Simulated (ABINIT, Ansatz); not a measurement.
# SnH2 (Fm-3m): zone-centre phonons

Aim: the zone-centre modes of SnH2 (Fm-3m).

Program: ABINIT 10.8.3. Level of theory: DFT LDA, scalar-relativistic, plane waves, HGH norm-conserving pseudopotentials. Results are calculated unless marked as measured.

The structure was built from a prototype and need not be the compound's stable phase.

### 1. The structure

It takes space group Fm-3m (No. 225, cubic). The conventional cell has a = 5.238 Å, b = 5.238 Å, c = 5.238 Å, α = 90.00°, β = 90.00°, γ = 90.00°. Nearest to Sn lie 8 H at 2.27 Å. Nearest to H lie 4 Sn at 2.27 Å. Farther neighbours are not listed.

### 2. Relaxing the cell and atoms

Frequencies change by per cents with a per cent of volume, so the structure is first brought to rest at this level of theory.

The starting cell comes from a relaxation made beforehand in Ansatz (LDA, PseudoDojo NC).

File relax.abi:

```
# relaxation
ionmov 2
optcell 2
dilatmx 1.08
ntime 40
tolmxf 1.0d-05
tolvrs 1.0d-14
prtwf 0
prtden 0
chksymtnons 0

# basis, mesh and filling
ecut 35.0
ecutsm 0.5
ixc 7
ngkpt 10 10 10
nshiftk 1
shiftk 0.0 0.0 0.0
istwfk *1
occopt 6
tsmear 0.01
nband 8
nstep 100
diemac 1000000.0
prtebands 0
prtgsr 0
useylm 1

# cell and atoms
acell 6.999511683 6.999511683 6.999511683
rprim 
    -0.7071067812 0.0 0.7071067812
    0.0 0.7071067812 0.7071067812
    -0.7071067812 0.7071067812 0.0
ntypat 2
znucl 50 1
natom 3
typat 1 2 2
xred 
    0.0 0.0 0.0
    0.75 0.75 0.75
    0.25 0.25 0.25
pp_dirpath "./pseudo"
pseudos "Sn.hgh, H.hgh"
```

Started as:

```console
OMP_NUM_THREADS=1 mpirun -n 2 abinit relax.abi > relax.log
```

Numbers of over 12 decimals in the logs are rounded to 6 here.

relax.abo, the main output file:

```text
[banners, grids, parts of the stress and lines that vanish by symmetry left out]
- input  file    -> relax.abi
- output file    -> relax.abo
- root for input  files -> relaxi
[...]
Symmetries : space group Fm -3 m (#225); Bravais cF (face-center cubic)
[...]
mpw =        3040          nfft =       91125          nkpt =          47
[...]
== DATASET  1 ==================================================================
[...]
cutoff_energies: {ecut:  35.0, pawecutdg:  -1.0, }
[...]
Exchange-correlation functional for the present dataset will be:
  LDA: Perdew-Wang 92 LSD fit to Ceperley-Alder data - ixc=7
[...]
ETOT  1  -4.654152    -4.654E+00 1.915E-02 2.534E+01
 ETOT  2  -4.661858    -7.706E-03 1.890E-03 4.980E-01
 ETOT  3  -4.661875    -1.721E-05 2.846E-04 1.220E-02
 ETOT  4  -4.661876    -9.159E-07 1.081E-04 8.453E-04
 ETOT  5  -4.661876    -4.616E-08 1.302E-04 4.923E-06
[...]
At SCF step    9       vres2   =  2.01E-15 < tolvrs=  1.00E-14 =>converged.
[...]
sigma(1 1)=  4.43723472E-06  sigma(3 2)=  0.00000000E+00
  sigma(2 2)=  4.43723472E-06  sigma(3 1)=  0.00000000E+00
  sigma(3 3)=  4.43723472E-06  sigma(2 1)=  0.00000000E+00
[...]
convergence: {deltae: -2.132E-14, res2:  2.008E-15, residm:  6.357E-05, diffor: null, }
etotal    :  -4.66187599E+00
[...]
ETOT  1  -4.661876    -4.662E+00 4.910E-05 2.115E-04
[...]
At SCF step    7       vres2   =  1.48E-16 < tolvrs=  1.00E-14 =>converged.
[...]
sigma(1 1)=  3.73216746E-06  sigma(3 2)=  0.00000000E+00
  sigma(2 2)=  3.73216746E-06  sigma(3 1)=  0.00000000E+00
  sigma(3 3)=  3.73216746E-06  sigma(2 1)=  0.00000000E+00
[...]
convergence: {deltae: -4.174E-14, res2:  1.483E-16, residm:  7.457E-06, diffor: null, }
etotal    :  -4.66187638E+00
[...]
ETOT  1  -4.661877    -4.662E+00 8.388E-06 5.895E-03
[...]
ETOT  6  -4.661877     1.954E-14 4.640E-06 1.914E-12
 ETOT  7  -4.661877     7.372E-14 4.880E-06 4.027E-15
 At SCF step    7       vres2   =  4.03E-15 < tolvrs=  1.00E-14 =>converged.
[...]
sigma(1 1)=  5.32328865E-08  sigma(3 2)=  0.00000000E+00
  sigma(2 2)=  5.32328865E-08  sigma(3 1)=  0.00000000E+00
  sigma(3 3)=  5.32328865E-08  sigma(2 1)=  0.00000000E+00
[...]
convergence: {deltae:  7.372E-14, res2:  4.027E-15, residm:  4.880E-06, diffor: null, }
etotal    :  -4.66187735E+00
[...]
At Broyd/MD step   3, gradients are converged :
[...]
sigma(1 1)=  5.32328865E-08  sigma(3 2)=  0.00000000E+00
  sigma(2 2)=  5.32328865E-08  sigma(3 1)=  0.00000000E+00
  sigma(3 3)=  5.32328865E-08  sigma(2 1)=  0.00000000E+00
[...]
- sigma(1 1)=  1.56616559E-03  sigma(3 2)=  0.00000000E+00
- sigma(2 2)=  1.56616559E-03  sigma(3 1)=  0.00000000E+00
- sigma(3 3)=  1.56616559E-03  sigma(2 1)=  0.00000000E+00
[...]
fcart     -0.0000000000E+00 -0.0000000000E+00 -0.0000000000E+00
           strten      5.3232886544E-08  5.3232886544E-08  5.3232886545E-08
================================================================================

[key lines of the parts left out:]
pressure_GPa:  -1.5662E-03
Total energy (etotal) [Ha]= -4.66187735349355E+00
```

Run time: 88 s. Hardware: 2 MPI ranks of Arm Neoverse N1, shared host.

Little changed from the start: no atom moved by 0.005 Å and no cell edge by 0.1 %.

Numbers from this step:

* volume per atom: 11.95 Å³
* pressure: -0.001566 GPa
* gap on the k-mesh: 0 eV

The volume changes by -0.3 % from the cell with which this run began.

### 3. Ground state

The response is built on these wavefunctions, so the potential is converged far more tightly than an energy would need. ecutsm is kept as in the relaxation, so that the cell stays at rest. Occupations are smeared.

File gs.abi:

```
# ground state
tolvrs 1.0d-16
prtden 1
prtwf 1

# basis, mesh and filling
ecut 35.0
ecutsm 0.5
ixc 7
ngkpt 12 12 12
nshiftk 1
shiftk 0.0 0.0 0.0
istwfk *1
occopt 6
tsmear 0.01
nband 8
nstep 100
diemac 1000000.0
prtebands 0
prtgsr 0
useylm 1

# cell and atoms
acell 6.993660196 6.993660196 6.993660196
rprim 
    -0.7071067812 0.0 0.7071067812
    0.0 0.7071067812 0.7071067812
    -0.7071067812 0.7071067812 0.0
ntypat 2
znucl 50 1
natom 3
typat 1 2 2
xred 
    0.0 0.0 0.0
    0.75 0.75 0.75
    0.25 0.25 0.25
pp_dirpath "./pseudo"
pseudos "Sn.hgh, H.hgh"
```

Started as:

```console
OMP_NUM_THREADS=1 mpirun -n 2 abinit gs.abi > gs.log
```

gs.abo, the main output file:

```text
[banners, grids, parts of the stress and lines that vanish by symmetry left out]
- input  file    -> gs.abi
- output file    -> gs.abo
- root for input  files -> gsi
[...]
Symmetries : space group Fm -3 m (#225); Bravais cF (face-center cubic)
[...]
mpw =        2421          nfft =       64000          nkpt =          72
[...]
== DATASET  1 ==================================================================
[...]
cutoff_energies: {ecut:  35.0, pawecutdg:  -1.0, }
[...]
Exchange-correlation functional for the present dataset will be:
  LDA: Perdew-Wang 92 LSD fit to Ceperley-Alder data - ixc=7
[...]
ETOT  1  -4.654436    -4.654E+00 3.704E-02 1.799E+01
 ETOT  2  -4.661742    -7.306E-03 1.093E-03 3.743E-01
 ETOT  3  -4.661763    -2.100E-05 2.848E-04 1.044E-02
 ETOT  4  -4.661765    -1.258E-06 5.632E-04 7.234E-04
 ETOT  5  -4.661765    -5.844E-08 1.078E-04 4.052E-06
[...]
ETOT  9  -4.661765    -3.020E-14 2.947E-05 1.413E-15
 ETOT 10  -4.661765     1.510E-14 2.904E-05 5.202E-18
 At SCF step   10       vres2   =  5.20E-18 < tolvrs=  1.00E-16 =>converged.
[...]
sigma(1 1)=  1.18457951E-05  sigma(3 2)=  0.00000000E+00
  sigma(2 2)=  1.18457951E-05  sigma(3 1)=  0.00000000E+00
  sigma(3 3)=  1.18457951E-05  sigma(2 1)=  0.00000000E+00
[...]
convergence: {deltae:  1.510E-14, res2:  5.202E-18, residm:  2.904E-05, diffor: null, }
etotal    :  -4.66176471E+00
[...]
sigma(1 1)=  1.18457951E-05  sigma(3 2)=  0.00000000E+00
  sigma(2 2)=  1.18457951E-05  sigma(3 1)=  0.00000000E+00
  sigma(3 3)=  1.18457951E-05  sigma(2 1)=  0.00000000E+00
[...]
- sigma(1 1)=  3.48515325E-01  sigma(3 2)=  0.00000000E+00
- sigma(2 2)=  3.48515325E-01  sigma(3 1)=  0.00000000E+00
- sigma(3 3)=  3.48515325E-01  sigma(2 1)=  0.00000000E+00
[...]
fcart     -0.0000000000E+00 -0.0000000000E+00 -0.0000000000E+00
           strten      1.1845795136E-05  1.1845795136E-05  1.1845795136E-05
================================================================================

[key lines of the parts left out:]
pressure_GPa:  -3.4852E-01
```

It took 38 s on 2 MPI ranks; 76 s of CPU time.

Read from the output:

```
pressure : -0.3485 GPa
```

The cell stands at -0.35 GPa, close enough for stiff modes, while soft ones can move.

### 4. Zone-centre response

At q = 0 one unit cell holds all displacements. The response is solved for single atoms along the cell's directions, and symmetry skips those that follow from others. The crystal is treated as a metal, which screens a static field, so no field response is asked.

File dfpt_gamma.abi:

```

# common to the responses
getwfk_filepath "gso_WFK"
kptopt 2
nqpt 1
qpt 0.0 0.0 0.0
asr 0
chneut 0

# displacements
rfphon 1
rfatpol 1 3
rfdir 1 1 1
tolvrs 1.0d-10
prtwf 0

# basis, mesh and filling
ecut 35.0
ecutsm 0.5
ixc 7
ngkpt 12 12 12
nshiftk 1
shiftk 0.0 0.0 0.0
istwfk *1
occopt 6
tsmear 0.01
nband 8
nstep 100
diemac 1000000.0
prtebands 0
prtgsr 0
useylm 1

# cell and atoms
acell 6.993660196 6.993660196 6.993660196
rprim 
    -0.7071067812 0.0 0.7071067812
    0.0 0.7071067812 0.7071067812
    -0.7071067812 0.7071067812 0.0
ntypat 2
znucl 50 1
natom 3
typat 1 2 2
xred 
    0.0 0.0 0.0
    0.75 0.75 0.75
    0.25 0.25 0.25
pp_dirpath "./pseudo"
pseudos "Sn.hgh, H.hgh"
```

Started as:

```console
OMP_NUM_THREADS=1 mpirun -n 2 abinit dfpt_gamma.abi > dfpt_gamma.log
```

dfpt_gamma.abo, the main output file:

```text
[banners, grids, parts of the stress and lines that vanish by symmetry left out]
- input  file    -> dfpt_gamma.abi
- output file    -> dfpt_gamma.abo
- root for input  files -> dfpt_gammai
- root for output files -> dfpt_gammao

 Symmetries : space group Fm -3 m (#225); Bravais cF (face-center cubic)
================================================================================
 Values of the parameters that define the memory need of the present run (RF).
     intxc =       0      iscf =       7    lmnmax =      14     lnmax =       6
     mgfft =      40  mpssoang =       3    mqgrid =    3001     natom =       3
  nloc_mem =       1    nspden =       1   nspinor =       1    nsppol =       1
      nsym =      48    n1xccc =       0    ntypat =       2    occopt =       6
   xclevel =       1
-    mband =           8        mffmem =           1         mkmem =         434
-   mkqmem =         434        mk1mem =         434           mpw =        2421
      nfft =       64000          nkpt =         868
- my_mband =           8
================================================================================
================================================================================

--------------------------------------------------------------------------------
------------- Echo of variables that govern the present computation ------------
--------------------------------------------------------------------------------
-
- outvars: echo of selected default values
-   iomode0 =  0 , fftalg0 =312 , wfoptalg0 =  0
-
- outvars: echo of global parameters not present in the input file
-  max_nthreads =    1
-
 -outvars: echo values of preprocessed input variables
 [... echo left out ...]
================================================================================

 chkinp: Checking input parameters for consistency.

[...]
== DATASET  1 ==================================================================
-   mpi_nproc: 2, omp_nthreads: 1 (-1 if OMP is not activated)

--- !DatasetInfo
iteration_state: {dtset: 1, }
dimensions: {natom: 3, nkpt: 868, mband: 8, nsppol: 1, nspinor: 1, nspden: 1, mpw: 2421, }
cutoff_energies: {ecut:  35.0, pawecutdg:  -1.0, }
electrons: {nelect:   6.00000000E+00, charge:   0.00000000E+00, occopt:   6.00000000E+00, tsmear:   1.00000000E-02, }
meta: {optdriver: 1, rfphon: 1, }
...

 mkfilename: getwfk from: gso_WFK

 Exchange-correlation functional for the present dataset will be:
  LDA: Perdew-Wang 92 LSD fit to Ceperley-Alder data - ixc=7
 Citation for XC functional:
  J.P.Perdew and Y.Wang, PRB 45, 13244 (1992)

 Real(R)+Recip(G) space primitive vectors, cartesian coordinates (Bohr,Bohr^-1):
 R(1)= -4.9452645  0.0000000  4.9452646  G(1)= -0.1011068 -0.1011068  0.1011068
 R(2)=  0.0000000  4.9452646  4.9452646  G(2)=  0.1011068  0.1011068  0.1011068
 R(3)= -4.9452645  4.9452646  0.0000000  G(3)= -0.1011068  0.1011068 -0.1011068
 Unit cell volume ucvol=  2.4187923E+02 bohr^3
 Angles (23,13,12)=  6.00000000E+01  6.00000000E+01  6.00000000E+01 degrees
 setup1 : take into account q-point for computing boxcut.

 getcut: wavevector=  0.0000  0.0000  0.0000  ngfft=  40  40  40
         ecut(hartree)=     35.000   => boxcut(ratio)=   2.14761

--- Pseudopotential description ------------------------------------------------
- pspini: atom type   1  psp file is ./pseudo/Sn.hgh

- pspini: atom type   2  psp file is ./pseudo/H.hgh

   1.51667852E+02                                ecore*ucvol(ha*bohr**3)
--------------------------------------------------------------------------------

 ==>  initialize data related to q vector <==

 The list of irreducible perturbations for this q vector is:
    1)    idir= 1    ipert=   1
    2)    idir= 1    ipert=   2

[...]
The perturbation idir=   2  ipert=   1 is
 symmetric of a previously calculated perturbation.
 So, its SCF calculation is not needed.

 The perturbation idir=   3  ipert=   1 is
 symmetric of a previously calculated perturbation.
 So, its SCF calculation is not needed.

 The perturbation idir=   2  ipert=   2 is
 symmetric of a previously calculated perturbation.
 So, its SCF calculation is not needed.

 The perturbation idir=   3  ipert=   2 is
 symmetric of a previously calculated perturbation.
 So, its SCF calculation is not needed.

 The perturbation idir=   1  ipert=   3 is
 symmetric of a previously calculated perturbation.
 So, its SCF calculation is not needed.

 The perturbation idir=   2  ipert=   3 is
 symmetric of a previously calculated perturbation.
 So, its SCF calculation is not needed.

 The perturbation idir=   3  ipert=   3 is
 symmetric of a previously calculated perturbation.
 So, its SCF calculation is not needed.

--------------------------------------------------------------------------------
 Perturbation wavevector (in red.coord.)   0.000000  0.000000  0.000000
 Perturbation : displacement of atom   1   along direction   1
 Found     4 symmetries that leave the perturbation invariant.

[...]
dfpt_looppert : total number of electrons, from k and k+q
  fully or partially occupied states are    6.000000E+00 and    6.000000E+00.
 Initialisation of the first-order wave-functions :
  ireadwf=   0

--- !BeginCycle
iteration_state: {dtset: 1, }
solver: {iscf: 7, nstep: 100, nline: 4, wfoptalg: 0, }
tolerances: {tolvrs: 1.00E-10, }
...

     iter   2DEtotal(Ha)        deltaE(Ha) residm    vres2
-ETOT  1  0.547997     -4.936E+01 6.605E-01 5.657E+03
 ETOT  2 -0.355622     -9.036E-01 1.885E-03 9.924E+01
 ETOT  3 -0.370628     -1.501E-02 1.899E-04 5.034E-01
 ETOT  4 -0.370684     -5.628E-05 1.991E-07 8.479E-03
 ETOT  5 -0.370685     -7.997E-07 4.473E-09 6.218E-05
[...]
At SCF step    8       vres2   =  1.36E-12 < tolvrs=  1.00E-10 =>converged.
[...]
Mean square residual over all n,k,spin=   30.683E-18; max=  22.451E-15

 Thirteen components of 2nd-order total energy (hartree) are
 1,2,3: 0th-order hamiltonian combined with 1st-order wavefunctions
     kin0=   4.57621696E+01 eigvalue=   2.06214063E+00  local=  -1.20483125E+01
 4,5,6: 1st-order hamiltonian combined with 1st and 0th-order wfs
 loc psp =  -3.51653513E+01  Hartree=   4.26909580E+00     xc=  -4.38847461E+00
 note that "loc psp" includes a xc core correction that could be resolved
 7,8,9: eventually, occupation + non-local contributions
    edocc=   4.70480510E+00     enl0=   9.91302921E+00   enl1=  -6.53835551E+01
 1-9 gives the relaxation energy (to be shifted if some occ is /=2.0)
   erelax=  -5.02744532E+01
 10,11,12 Non-relaxation  contributions : frozen-wavefunctions and Ewald
 fr.local=   1.18949017E+01 fr.nonlo=   3.12326224E+01  Ewald=   6.77624449E+00
 13,14 Frozen wf xc core corrections (1) and (2)
 frxc 1  =   0.00000000E+00  frxc 2 =   0.00000000E+00
 Resulting in :
 2DEtotal=   -0.3706846593E+00 Ha. Also 2DEtotal=   -0.100868434386E+02 eV
    (2DErelax=   -5.0274453208E+01 Ha. 2DEnonrelax=    4.9903768548E+01 Ha)
    (  non-var. 2DEtotal :   -3.7068468227E-01 Ha)

[...]
Perturbation wavevector (in red.coord.)   0.000000  0.000000  0.000000
 Perturbation : displacement of atom   2   along direction   1
 Found     2 symmetries that leave the perturbation invariant.

--------------------------------------------------------------------------------

--------------------------------------------------------------------------------

 dfpt_looppert : total number of electrons, from k and k+q
  fully or partially occupied states are    6.000000E+00 and    6.000000E+00.
 Initialisation of the first-order wave-functions :
  ireadwf=   0

--- !BeginCycle
iteration_state: {dtset: 1, }
solver: {iscf: 7, nstep: 100, nline: 4, wfoptalg: 0, }
tolerances: {tolvrs: 1.00E-10, }
...

     iter   2DEtotal(Ha)        deltaE(Ha) residm    vres2
-ETOT  1   2.380556     -4.792E+01 6.169E-01 1.065E+04
[...]
ETOT  7  0.289056     -1.417E-10 1.180E-11 4.662E-09
 ETOT  8  0.289056     -1.258E-12 6.547E-13 1.850E-11

 At SCF step    8       vres2   =  1.85E-11 < tolvrs=  1.00E-10 =>converged.
[...]
Mean square residual over all n,k,spin=   59.152E-17; max=  65.465E-14

 Thirteen components of 2nd-order total energy (hartree) are
 1,2,3: 0th-order hamiltonian combined with 1st-order wavefunctions
     kin0=   5.19895652E+01 eigvalue=   1.24930525E+00  local=  -1.21876905E+01
 4,5,6: 1st-order hamiltonian combined with 1st and 0th-order wfs
 loc psp =  -1.00022966E+02  Hartree=   9.90070104E+00     xc=  -6.07851085E+00
 note that "loc psp" includes a xc core correction that could be resolved
 7,8,9: eventually, occupation + non-local contributions
    edocc=   4.95862376E+00     enl0=   1.79488915E-01   enl1=   0.00000000E+00
 1-9 gives the relaxation energy (to be shifted if some occ is /=2.0)
   erelax=  -5.00114828E+01
 10,11,12 Non-relaxation  contributions : frozen-wavefunctions and Ewald
 fr.local=   4.60653858E+01 fr.nonlo=   0.00000000E+00  Ewald=   4.23515280E+00
 13,14 Frozen wf xc core corrections (1) and (2)
 frxc 1  =   0.00000000E+00  frxc 2 =   0.00000000E+00
 Resulting in :
 2DEtotal=    0.2890557873E+00 Ha. Also 2DEtotal=    0.786560867422E+01 eV
    (2DErelax=   -5.0011482797E+01 Ha. 2DEnonrelax=    5.0300538584E+01 Ha)
    (  non-var. 2DEtotal :    2.8905577521E-01 Ha)

[...]
---- first-order wavefunction calculations are completed ----

 ==> Compute Derivative Database <==

 [... matrices left out ...]
  Phonon wavevector (reduced coordinates) :  0.00000  0.00000  0.00000
 Phonon energies in Hartree :
  -1.449124E-03 -1.449124E-03 -1.449124E-03 -5.489276E-06 -5.489275E-06
  -5.489275E-06  2.915148E-03  2.915148E-03  2.915148E-03
 Phonon frequencies in cm-1    :
- -3.180459E+02 -3.180459E+02 -3.180459E+02 -1.204757E+00 -1.204757E+00
- -1.204757E+00  6.398011E+02  6.398011E+02  6.398011E+02

== END DATASET(S) ==============================================================
================================================================================

 -outvars: echo values of variables after computation
            acell      6.9936601960E+00  6.9936601960E+00  6.9936601960E+00 Bohr
           etotal      2.8905578728E-01
            fcart      0.0000000000E+00  0.0000000000E+00  0.0000000000E+00
           strten      0.0000000000E+00  0.0000000000E+00  0.0000000000E+00
================================================================================
```

Run time: 4.9 min. Hardware: 2 MPI ranks.

Read from the output:

| Quantity | Value |
| --- | --- |
| largest acoustic frequency at the zone centre before the sum rule | -1.2 cm⁻¹ |
| highest optical zone-centre mode (no LO-TO term) | 639.8 cm⁻¹ |
| lowest optical zone-centre mode | -318.1 cm⁻¹ |

The acoustic modes at Γ come out as far as 1.2 cm⁻¹ from zero, where they should vanish, a small numerical error. The lowest optical mode is imaginary, 318i cm⁻¹, an instability at this level and on this k mesh.

[end of part 1 of 3]

[Host names and launcher messages were left out of these logs when they were recorded.]

[Logs are printed without paths, hosts, clocks, repeated set-up lines and the standing remarks that a program may print on its own settings, such as how far it seeks lower states.]

[Hosts, paths, dates, database ids (printed as entryN), source tags and the programs' standing remarks are cut or masked in the printed files.]
